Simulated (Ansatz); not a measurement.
# Is AgGeW in the AlB2 type a stable metal?

The plan: relax AgGeW in the AlB2 type, check its phonons, and, if the lattice is stable, compute its Eliashberg function and ρ(T).

Main program and level: Ansatz 0.2.0; DFT PBE, scalar-relativistic, plane waves, PAW; PAW set soft_1.

The structure was built from a prototype and need not be the compound's stable phase.

## (1) Starting point

It takes space group P-6m2 (No. 187, hexagonal). Conventional cell: a = 3.937 Å, b = 3.937 Å, c = 4.134 Å, α = 90.00°, β = 90.00°, γ = 120.00°. W has 6 Ge at 3.07 Å and 6 Ag at 3.07 Å nearest. Ge has 3 Ag at 2.27 Å and 6 W at 3.07 Å nearest. Ag has 3 Ge at 2.27 Å and 6 W at 3.07 Å nearest. Farther neighbours are not listed.

## (2) Relaxation

Lattice constant and positions set the bands and the force constants, so the cell is relaxed first.

The input, input.yaml:

```yaml
crystal:
  lattice:
    - [3.9368, 0.0, 0.0]
    - [-1.9684, 3.40937, 0.0]
    - [0.0, 0.0, 4.13364]
  atoms:
    - { symbol: W, position: [0.0, 0.0, 0.0] }
    - { symbol: Ge, position: [0.33333333, 0.66666667, 0.5] }
    - { symbol: Ag, position: [0.66666667, 0.33333333, 0.5] }
kpoints:
  mp_grid: { grid: [9, 9, 8] }
hamiltonian:
  xc: pbe
  pseudopotentials: { kind: paw, azcp: { folder: soft_1 } }
scf:
  occupations: { method: gaussian, width: 0.1 }
output:
  forces: true
  stress: true
  eigenvalues: true
relax:
  adjacent_minimum: "off"
  f_tol: 0.005
  max_steps: 80
  cell: { stress_tol: 0.05 }
```

On the command line:

```sh
ansatz run input.yaml --threads 4 --pin off --max-ram 12288MiB --backend cpu --events-out ev --progress --plain --runs-dir out
```

Numbers of over 12 decimals in the logs are rounded to 6 here.

The program printed:

```text
Engine: ansatz 0.2.0, aarch64-unknown-linux-gnu
Pseudopotentials: kind: paw
Pseudopotential: W, paw, valence charge 14, recommended cutoff 420 eV (normal), soft_1/W.paw.azcp
Pseudopotential: Ge, paw, valence charge 14, recommended cutoff 420 eV (normal), soft_1/Ge.paw.azcp
Pseudopotential: Ag, paw, valence charge 19, recommended cutoff 420 eV (normal), soft_1/Ag.paw.azcp
Functional definition: PBE
  parameter kappa = 0.804
  parameter beta = 0.066725
  exchange = pbe_x(kappa = kappa, mu = beta*pi^2/3)
  correlation = pbe_c(beta = beta)
Crystal: 3 atoms, lattice volume = 55.482 Å³
Basis set: ecut = 420 eV, 1105 PW (Γ), exchange–correlation on 54×54×60 points (8 copies of the dense FFT grid, shifted against one another)
Bands: 29, of which v1, the nominal top of the filled ones, is band 24 counted from 1 (23 counted from 0)
Symmetry: 12 space group operations
Space group: P-6m2 (ITA 187), of the structure as read, at distance tolerance 3.8e-5 Å
k-points: 60 of 648 (time reversal used)
Non-local potential: W, projectors of the file, l = 0: 3, l = 1: 2, l = 2: 2, l = 3: 1
Non-local potential: Ge, projectors of the file, l = 0: 2, l = 1: 2, l = 2: 3, l = 3: 1
Non-local potential: Ag, projectors of the file, l = 0: 3, l = 1: 2, l = 2: 2, l = 3: 1
PAW form: soft (Blöchl's): semilocal exchange-correlation on the pseudo side does not see the compensation charge
PAW one-centre angular grid: W, 590 points (default); XC on 64 Gauss nodes
PAW one-centre angular grid: Ge, 590 points (default); XC on 64 Gauss nodes
PAW one-centre angular grid: Ag, 590 points (default); XC on 64 Gauss nodes
Initial density: superposition of atomic densities (chi_scale 0.1, normalization cell, long waves kept (reshape's long-wave potential 0.00 eV rms))
Initial wavefunctions: pseudopotential atomic-orbital guess
Functional: x = pbe(κ = 0.804, μ = 0.219515), c = pbe(β = 0.066725)
SCF iter   1: F=—  HF=-22268.148182 eV  |F-HF|=—  |Δ(HF+E_count)|=         —  Δρ=7.02e-2  dr2=4.48e0  ethr=3.10e-3  ⟨swp⟩=5.3  Hψ=6154  notcnv=0
preconditioner: auto → Kerker (q_TF=auto, 2.654 Å⁻¹)  [metal: Δε(μ)=0.009 eV  Ē_g=14.465 eV  σ=0.100 eV  W_gap=0.05  n_scr=20 (ndim 8)  ℏωp=27.8 eV  f_vac=0.000  D(μ)=3.69/eV (n_scr^D=28)]
SCF iter   2: F=—  HF=-22267.263834 eV  |F-HF|=—  |Δ(HF+E_count)|=   8.84e-1  Δρ=2.99e-2  dr2=7.12e-1  ethr=3.10e-3  ⟨swp⟩=2.1  Hψ=3057  notcnv=0  defer=23
SCF iter   3: F=—  HF=-22267.103617 eV  |F-HF|=—  |Δ(HF+E_count)|=   1.60e-1  Δρ=8.75e-3  dr2=2.66e-2  ethr=1.51e-3  ⟨swp⟩=2.6  Hψ=2787  notcnv=0  defer=23
SCF iter   4: F=—  HF=-22267.102007 eV  |F-HF|=—  |Δ(HF+E_count)|=   1.61e-3  Δρ=3.75e-3  dr2=4.09e-3  ethr=5.65e-5  ⟨swp⟩=2.0  Hψ=2860  notcnv=0  defer=25
SCF iter   5: F=—  HF=-22267.102471 eV  |F-HF|=—  |Δ(HF+E_count)|=   4.64e-4  Δρ=8.72e-4  dr2=4.25e-4  ethr=8.70e-6  ⟨swp⟩=2.0  Hψ=2576  notcnv=0  defer=24
SCF iter   6: F=—  HF=-22267.102574 eV  |F-HF|=—  |Δ(HF+E_count)|=   1.04e-4  Δρ=5.09e-4  dr2=2.27e-4  ethr=9.05e-7  ⟨swp⟩=2.0  Hψ=2533  notcnv=0  defer=24
SCF iter   7: F=—  HF=-22267.102526 eV  |F-HF|=—  |Δ(HF+E_count)|=   4.82e-5  Δρ=1.45e-4  dr2=1.59e-5  ethr=4.82e-7  ⟨swp⟩=2.0  Hψ=2561  notcnv=0  defer=24
SCF iter   8: F=—  HF=-22267.102511 eV  |F-HF|=—  |Δ(HF+E_count)|=   1.46e-5  Δρ=4.66e-5  dr2=2.22e-6  ethr=3.39e-8  ⟨swp⟩=2.5  Hψ=2557  notcnv=0  defer=24
SCF iter   9: F=-22267.102511 eV  HF=-22267.102511 eV  |F-HF|=6.22e-8  |Δ(HF+E_count)|=   4.02e-7  Δρ=9.30e-6  dr2=9.75e-8  ethr=2.13e-10  ⟨swp⟩=5.5  Hψ=7584  notcnv=0
SCF 1 converged in 9 iterations: F = -22267.102511 eV  dr2 = 9.75e-8
  greatest PAW one-centre occupation: 1.002 electrons in one spin orbital (limit 2), on the Ag atom at site 2 (counted from 0), in its partial waves of l = 0
relax step   1: F+E_penalty+E_count = -22267.10251086 eV  Δ(F+E_penalty+E_count) = +0.000e0 eV  max|allowed force component| = 1.480e-16 eV/Å  Δτ_max = 0.0000 Å  P = -0.557 GPa  Ω = 55.482 Å³  (9 SCF iters, dr2 threshold 1.00e-7 eV, accepted)
Crystal: 3 atoms, lattice volume = 54.376 Å³
Basis set: ecut = 420 eV, 1081 PW (Γ), exchange–correlation on 54×54×60 points (8 copies of the dense FFT grid, shifted against one another)
Initial density: handed on by an earlier stage of this run
Initial wavefunctions: those handed on with the density
iter 1 solved again at ethr=1.38e-5 eV; its pass at ethr=3.10e-3 eV (dr2=6.50e-3 eV) is discarded
SCF iter   1: F=—  HF=-22267.591653 eV  |F-HF|=—  |Δ(HF+E_count)|=         —  Δρ=3.79e-3  dr2=6.22e-3  ethr=1.38e-5  ⟨swp⟩=2.0  Hψ=9498  notcnv=0
preconditioner: auto → Kerker (q_TF=auto, 2.663 Å⁻¹)  [metal: Δε(μ)=0.016 eV  Ē_g=14.043 eV  σ=0.100 eV  W_gap=0.09  n_scr=20 (ndim 8)  ℏωp=28.0 eV  f_vac=0.000  D(μ)=3.10/eV (n_scr^D=28)]
SCF iter   2: F=—  HF=-22267.591119 eV  |F-HF|=—  |Δ(HF+E_count)|=   5.34e-4  Δρ=2.20e-3  dr2=1.78e-3  ethr=1.32e-5  ⟨swp⟩=1.0  Hψ=1740  notcnv=0
SCF iter   3: F=—  HF=-22267.591108 eV  |F-HF|=—  |Δ(HF+E_count)|=   1.13e-5  Δρ=5.89e-4  dr2=2.46e-4  ethr=3.78e-6  ⟨swp⟩=2.0  Hψ=2083  notcnv=0
SCF iter   4: F=—  HF=-22267.590977 eV  |F-HF|=—  |Δ(HF+E_count)|=   1.31e-4  Δρ=1.95e-4  dr2=1.89e-5  ethr=5.23e-7  ⟨swp⟩=2.0  Hψ=2614  notcnv=0
SCF iter   5: F=—  HF=-22267.590976 eV  |F-HF|=—  |Δ(HF+E_count)|=   5.85e-7  Δρ=5.34e-5  dr2=1.41e-6  ethr=4.03e-8  ⟨swp⟩=2.0  Hψ=2361  notcnv=0
SCF iter   6: F=-22267.590976 eV  HF=-22267.590976 eV  |F-HF|=1.28e-7  |Δ(HF+E_count)|=   5.52e-9  Δρ=1.67e-5  dr2=2.17e-7  ethr=6.38e-10  ⟨swp⟩=5.0  Hψ=6938  notcnv=0
SCF 2 converged in 6 iterations: F = -22267.590976 eV  dr2 = 2.17e-7
relax step   2: F+E_penalty+E_count = -22267.59097616 eV  Δ(F+E_penalty+E_count) = -4.885e-1 eV  max|allowed force component| = 9.252e-17 eV/Å  Δτ_max = 0.0000 Å  P = -1.465 GPa  Ω = 54.376 Å³  energy of the carried Pulay correction = +3.890e-4 eV  (6 SCF iters, dr2 threshold 3.00e-7 eV, accepted)
Crystal: 3 atoms, lattice volume = 53.012 Å³
Basis set: ecut = 420 eV, 1009 PW (Γ), exchange–correlation on 54×54×60 points (8 copies of the dense FFT grid, shifted against one another)
iter 1 solved again at ethr=1.96e-5 eV; its pass at ethr=3.10e-3 eV (dr2=9.19e-3 eV) is discarded
SCF iter   1: F=—  HF=-22268.015250 eV  |F-HF|=—  |Δ(HF+E_count)|=         —  Δρ=3.52e-3  dr2=9.16e-3  ethr=1.96e-5  ⟨swp⟩=2.4  Hψ=9100  notcnv=0
preconditioner: auto → Kerker (q_TF=auto, 2.674 Å⁻¹)  [metal: Δε(μ)=0.006 eV  Ē_g=14.127 eV  σ=0.100 eV  W_gap=0.03  n_scr=20 (ndim 8)  ℏωp=28.4 eV  f_vac=0.000  D(μ)=3.19/eV (n_scr^D=26)]
SCF iter   2: F=—  HF=-22268.014018 eV  |F-HF|=—  |Δ(HF+E_count)|=   1.23e-3  Δρ=1.93e-3  dr2=1.83e-3  ethr=1.95e-5  ⟨swp⟩=1.2  Hψ=1753  notcnv=0
[...]
relax step   7: F+E_penalty+E_count = -22269.39607683 eV  Δ(F+E_penalty+E_count) = -3.591e-1 eV  max|allowed force component| = 2.776e-17 eV/Å  Δτ_max = 0.0000 Å  P = +3.005 GPa  Ω = 47.822 Å³  energy of the carried Pulay correction = +3.144e-3 eV  (6 SCF iters, dr2 threshold 3.00e-7 eV, accepted)
relax step   8: F+E_penalty+E_count = -22269.58538134 eV  Δ(F+E_penalty+E_count) = -1.893e-1 eV  max|allowed force component| = 5.435e-17 eV/Å  Δτ_max = 0.0000 Å  P = +3.425 GPa  Ω = 47.752 Å³  energy of the carried Pulay correction = +2.968e-3 eV  (6 SCF iters, dr2 threshold 3.00e-7 eV, accepted)
relax step   9: F+E_penalty+E_count = -22269.57601125 eV  Δ(F+E_penalty+E_count) = +9.370e-3 eV  max|allowed force component| = 3.585e-17 eV/Å  Δτ_max = 0.0000 Å  P = -4.251 GPa  Ω = 49.903 Å³  energy of the carried Pulay correction = +1.726e-3 eV  (6 SCF iters, dr2 threshold 3.00e-7 eV, rejected (line search))
relax step  10: F+E_penalty+E_count = -22269.59520204 eV  Δ(F+E_penalty+E_count) = -9.821e-3 eV  max|allowed force component| = 4.703e-17 eV/Å  Δτ_max = 0.0000 Å  P = +0.066 GPa  Ω = 48.619 Å³  energy of the carried Pulay correction = +2.463e-3 eV  (8 SCF iters, accepted)
relax step  11: F+E_penalty+E_count = -22269.59519491 eV  Δ(F+E_penalty+E_count) = +7.134e-6 eV  max|allowed force component| = 3.084e-17 eV/Å  Δτ_max = 0.0000 Å  P = +0.001 GPa  Ω = 48.638 Å³  energy of the carried Pulay correction = +2.452e-3 eV  (6 SCF iters, dr2 threshold 1.29e-8 eV, accepted)
relax step  12: F+E_penalty+E_count = -22269.61016807 eV  Δ(F+E_penalty+E_count) = -1.497e-2 eV  max|allowed force component| = 4.009e-17 eV/Å  Δτ_max = 0.0000 Å  P = +0.454 GPa  Ω = 48.638 Å³  stress off target by 7.12e-1 GPa  SCF on the basis re-selected at this cell (its energy is not comparable with the rows above)  (7 SCF iters)
relax step  13: F+E_penalty+E_count = -22269.61064969 eV  Δ(F+E_penalty+E_count) = -4.816e-4 eV  max|allowed force component| = 1.022e-16 eV/Å  Δτ_max = 0.0000 Å  P = +0.049 GPa  Ω = 48.789 Å³  energy of the carried Pulay correction = -8.320e-5 eV  (6 SCF iters, dr2 threshold 3.00e-7 eV, accepted)
relax step  14: F+E_penalty+E_count = -22269.61064374 eV  Δ(F+E_penalty+E_count) = +5.948e-6 eV  max|allowed force component| = 2.294e-17 eV/Å  Δτ_max = 0.0000 Å  P = -0.000 GPa  Ω = 48.804 Å³  energy of the carried Pulay correction = -9.162e-5 eV  (6 SCF iters, dr2 threshold 6.89e-9 eV, accepted)
iter 1 solved again at ethr=5.64e-9 eV; its pass at ethr=3.10e-3 eV (dr2=2.65e-6 eV) is discarded
SCF iter   1: F=—  HF=-22269.610744 eV  |F-HF|=—  |Δ(HF+E_count)|=         —  Δρ=5.29e-5  dr2=3.51e-8  ethr=5.64e-9  ⟨swp⟩=3.1  Hψ=10980  notcnv=0
preconditioner: auto → none  [metal: Δε(μ)=0.029 eV  Ē_g=14.480 eV  σ=0.100 eV  W_gap=0.16  n_scr=8 (ndim 8)  ℏωp=29.6 eV  f_vac=0.000  D(μ)=2.01/eV (n_scr^D=8)]
SCF iter   2: F=—  HF=-22269.610747 eV  |F-HF|=—  |Δ(HF+E_count)|=   2.85e-6  Δρ=2.64e-5  dr2=8.64e-9  ethr=7.48e-11  ⟨swp⟩=2.4  Hψ=2713  notcnv=0
SCF iter   3: F=—  HF=-22269.610748 eV  |F-HF|=—  |Δ(HF+E_count)|=   8.49e-7  Δρ=2.84e-6  dr2=7.26e-10  ethr=1.84e-11  ⟨swp⟩=2.6  Hψ=2389  notcnv=0
iter 4 did not close the SCF: its close was put off for the readings that it lacked (scf_convergence_deferred on its scf_iter line)
SCF iter   4: F=-22269.610748 eV  HF=-22269.610748 eV  |F-HF|=4.37e-11  |Δ(HF+E_count)|=   7.68e-9  Δρ=2.35e-7  dr2=5.46e-12  ethr=1.55e-12  ⟨swp⟩=2.0  Hψ=2917  notcnv=0
iter 5 did not close the SCF: its close was put off for the readings that it lacked (scf_convergence_deferred on its scf_iter line)
SCF iter   5: F=-22269.610748 eV  HF=-22269.610748 eV  |F-HF|=0.00e0  |Δ(HF+E_count)|=  4.37e-11  Δρ=4.32e-8  dr2=4.60e-13  ethr=1.00e-12  ⟨swp⟩=1.0  Hψ=1740  notcnv=0
iter 6 did not close the SCF: its close was put off for the readings that it lacked (scf_convergence_deferred on its scf_iter line)
SCF iter   6: F=-22269.610748 eV  HF=-22269.610748 eV  |F-HF|=3.64e-12  |Δ(HF+E_count)|=  3.64e-12  Δρ=1.17e-8  dr2=5.88e-14  ethr=1.00e-12  ⟨swp⟩=1.0  Hψ=1740  notcnv=0
iter 7 did not close the SCF: its close was put off for the readings that it lacked (scf_convergence_deferred on its scf_iter line)
SCF iter   7: F=-22269.610748 eV  HF=-22269.610748 eV  |F-HF|=3.64e-12  |Δ(HF+E_count)|=    0.00e0  Δρ=3.57e-9  dr2=2.95e-15  ethr=1.00e-12  ⟨swp⟩=1.0  Hψ=1740  notcnv=0
SCF iter   8: F=-22269.610748 eV  HF=-22269.610748 eV  |F-HF|=3.64e-12  |Δ(HF+E_count)|=    0.00e0  Δρ=8.56e-10  dr2=8.45e-17  ethr=1.00e-12  ⟨swp⟩=2.0  Hψ=4499  notcnv=0
SCF 15 converged in 8 iterations: F = -22269.610748 eV  dr2 = 8.45e-17
relax step  15: F+E_penalty+E_count = -22269.61074801 eV  Δ(F+E_penalty+E_count) = -1.043e-4 eV  max|allowed force component| = 1.658e-17 eV/Å  Δτ_max = 0.0000 Å  P = -0.001 GPa  Ω = 48.804 Å³  stress off target by 1.14e-3 GPa  SCF on the basis re-selected at this cell (its energy is not comparable with the rows above)  (8 SCF iters)
basis re-selected at this cell: Δ(F+E_penalty+E_count) = -1.043e-4 eV, ΔP = -0.000 GPa vs the last step (what re-selecting the basis moved, of the pressure what is left beyond the Pulay correction that the steps carried, after the strain that the cell walked since its last selection, with what the two solves' SCF thresholds leave and, on support functions, any second-order correction that the steps lacked; it is no m [...]
SCF converged after 8 iterations
Free energy (F): -22269.610748 eV
Harris-Foulkes:  -22269.610748 eV  (|F-HF|=3.64e-12)
Internal energy: -22269.600719 eV  (E = F + TS)
E sigma→0 (E₀):  -22269.605734 eV
Entropy (-TS):   -0.010029 eV (-3.343 meV/atom)
Fermi energy:    18.137906 eV
--- Per-component energies (eV) ---
  E_band       = -400.540159
  E_kinetic    = 980.971278
  E_local      = -4519.338093  (includes V_loc(G=0)·N_el)
  E_nonlocal   = 224.599472
  E_hartree    = 2181.570170
  E_xc         = -498.078890
  E_vxc        = -497.668445  (∫ρ·V_xc dr)
  E_paw        = -14545.707787  (= ΣΔE_a)
  E_vpaw       = -952.245258  (= ΣTr[D̂ρ^β])
  E_aug_tail   = 0.000546  (compensation charges beyond the density's cutoff)
  E_ewald      = -6093.617416
  E_smearing   = -0.010029  (= −TS)
  E_closure    = 0.000000  (closes the sum)
  Σ components = -22269.610748   (vs F -22269.610748, Δ=0.00e0)
--- Forces (eV/Å), atoms counted from 1 ---
  atom   1  W      0.00000000     0.00000000     0.00000000
  atom   2  Ge     0.00000000     0.00000000    -0.00000000
  atom   3  Ag    -0.00000000     0.00000000     0.00000000
  max |Σ_I F_I| component: 5.78e-18 eV/Å
--- Stress (GPa, compression-positive) ---
       -0.000451      -0.000000      -0.000000
       -0.000000      -0.000451      -0.000000
       -0.000000      -0.000000      -0.001137
  P = ⅓ Tr σ = -0.0007 GPa (-0.007 kbar)
--- Band table (eV; the first three rows and the last of 60) ---
  k-point 0: bands = [... 20 lower, 14.7214, 14.7214, 17.3917, 20.3430, 20.3430, 20.3935, 20.3935, 23.2417, ... 1 higher]
  k-point 1: bands = [... 20 lower, 15.1964, 15.1964, 17.5682, 18.7892, 18.7892, 21.8868, 21.8868, 22.2731, ... 1 higher]
  k-point 2: bands = [... 20 lower, 16.1493, 16.6148, 17.4687, 17.4687, 17.7050, 19.8659, 22.2549, 22.2549, ... 1 higher]
  k-point 59: bands = [... 20 lower, 15.6298, 16.5225, 16.9232, 18.4424, 18.7300, 19.7701, 19.9332, 21.8724, ... 1 higher]
--- Relaxed structure (13 steps of the walk, 12 accepted, 2 SCFs on fresh bases) ---
  F+E_penalty+E_count = -22269.61074801 eV   max|allowed force component| = 1.658e-17 eV/Å   (the final SCF, on the basis selected at the relaxed cell)
  cell:  # Å, volume = 48.8041 Å³
    - [4.533226, 3.310826690325504e-17, 1.3483338044347581e-17]
    - [-2.266613, 3.925889, -6.741669022173783e-18]
    - [1.4157502475018123e-17, 0, 2.742277]
  atoms:
    - { symbol: W, position: [0, 0, 0] }
    - { symbol: Ge, position: [0.333333, 0.666667, 0.500000] }
    - { symbol: Ag, position: [0.666667, 0.333333, 0.500000] }
```

Wall time 34 s (4 threads of Arm Neoverse V2, shared host); peak memory 0.48 GiB; 2.1 min of CPU time.

Step by step:

```csv
step,energy less that of the first step (eV),largest force component (eV/Å),pressure (GPa),volume (Å³)
1,0.0000,0.0000,-0.56,55.48
2,-0.4885,0.0000,-1.47,54.38
3,-0.9112,0.0000,-1.30,53.01
4,-1.2974,0.0000,-1.26,51.76
5,-1.6101,0.0000,0.66,50.12
6,-1.9345,0.0000,0.21,49.34
7,-2.2936,0.0000,3.00,47.82
8,-2.4829,0.0000,3.42,47.75
9,-2.4735,0.0000,-4.25,49.90
10,-2.4927,0.0000,0.07,48.62
11,-2.4927,0.0000,0.00,48.64
12*,-2.5077,0.0000,0.45,48.64
13,-2.5081,0.0000,0.05,48.79
14,-2.5081,0.0000,0.00,48.80
15*,-2.5082,0.0000,0.00,48.80
```

Relaxation steps marked * repeat the geometry before them on a plane-wave basis chosen anew for their cell, so energy and pressure can jump there. Relaxation step 9 was tried and not accepted.

Forces are held to the 12 operations that the run works with; a distortion that breaks them can't arise in this run.

```csv
cell as run,before,after,change
a (Å),3.937,4.533,+15.2 %
b (Å),3.937,4.533,+15.1 %
c (Å),4.134,2.742,-33.7 %
volume (Å³/atom),18.49,16.27,-12.0 %
```

Final coordinates:

```xyz
3
Lattice="4.5332 0.0000 0.0000 -2.2666 3.9259 0.0000 0.0000 0.0000 2.7423" Properties=species:S:1:pos:R:3 pbc="T T T"
W     0.0000    0.0000    0.0000
Ge    0.0000    2.6173    1.3711
Ag    2.2666    1.3086    1.3711
```

Numbers from this step:

* pressure: -6.80e-4 GPa
* volume per atom: 16.27 Å³/atom
* metallic on mesh: yes
* gap on the k-mesh: 0 eV

The largest force is now zero by symmetry and the largest stress component 0.0011 GPa.

## (3) Relaxing cell and atoms

The cell moved far, so the relaxation is started again from the new cell to confirm it.

input.yaml, the sections that differ from step 2:

```yaml
crystal:
  lattice:
    - [4.5332262012, 0.0, 0.0]
    - [-2.2666131006, 3.9258890514, 0.0]
    - [0.0, 0.0, 2.7422766452]
  atoms:
    - { symbol: W, position: [0.0, 0.0, 0.0] }
    - { symbol: Ge, position: [0.3333333333, 0.6666666667, 0.5] }
    - { symbol: Ag, position: [0.6666666667, 0.3333333333, 0.5] }
kpoints:
  mp_grid: { grid: [9, 9, 10] }
# hamiltonian, scf, output, relax: as in step 2
```

The program printed:

```text
[the first part of the log is left out]
  E_vxc        = -497.646159  (∫ρ·V_xc dr)
  E_paw        = -14545.750730  (= ΣΔE_a)
  E_vpaw       = -952.315995  (= ΣTr[D̂ρ^β])
  E_aug_tail   = 0.000546  (compensation charges beyond the density's cutoff)
  E_ewald      = -6094.717254
  E_smearing   = -0.010495  (= −TS)
  E_closure    = 0.000000  (closes the sum)
  Σ components = -22269.609864   (vs F -22269.609864, Δ=0.00e0)
[...]
--- Stress (GPa, compression-positive) ---
        0.009051       0.000000       0.000000
        0.000000       0.009051       0.000000
        0.000000       0.000000      -0.003945
  P = ⅓ Tr σ = 0.0047 GPa (0.047 kbar)
--- Band table (eV; the first three rows and the last of 72) ---
[...]
--- Relaxed structure (3 steps of the walk, 2 accepted, 1 SCFs on fresh bases) ---
[...]
cell:  # Å, volume = 48.7779 Å³
    - [4.533035, 0, 0]
    - [-2.266517, 3.925723, 0]
    - [0, 0, 2.741032]
  atoms:
    - { symbol: W, position: [0, 0, 0] }
    - { symbol: Ge, position: [0.333333, 0.666667, 0.500000] }
    - { symbol: Ag, position: [0.666667, 0.333333, 0.500000] }
```

It took 9.4 s on 4 threads; peak memory 0.47 GiB.

Little changed from the start: no atom moved by 0.005 Å and no cell edge by 0.1 %.

Numbers from this step:

```
pressure        : 0.004719 GPa
volume per atom : 16.26 Å³/atom
```

The largest force is now zero by symmetry and the largest stress component 0.0091 GPa.

[end of part 1 of 3]

[Logs are printed without paths, hosts, clocks, repeated set-up lines and the standing remarks that a program may print on its own settings, such as how far it seeks lower states.]

[Hosts, paths, dates, database ids (printed as entryN), source tags and the programs' standing remarks are cut or masked in the printed files.]
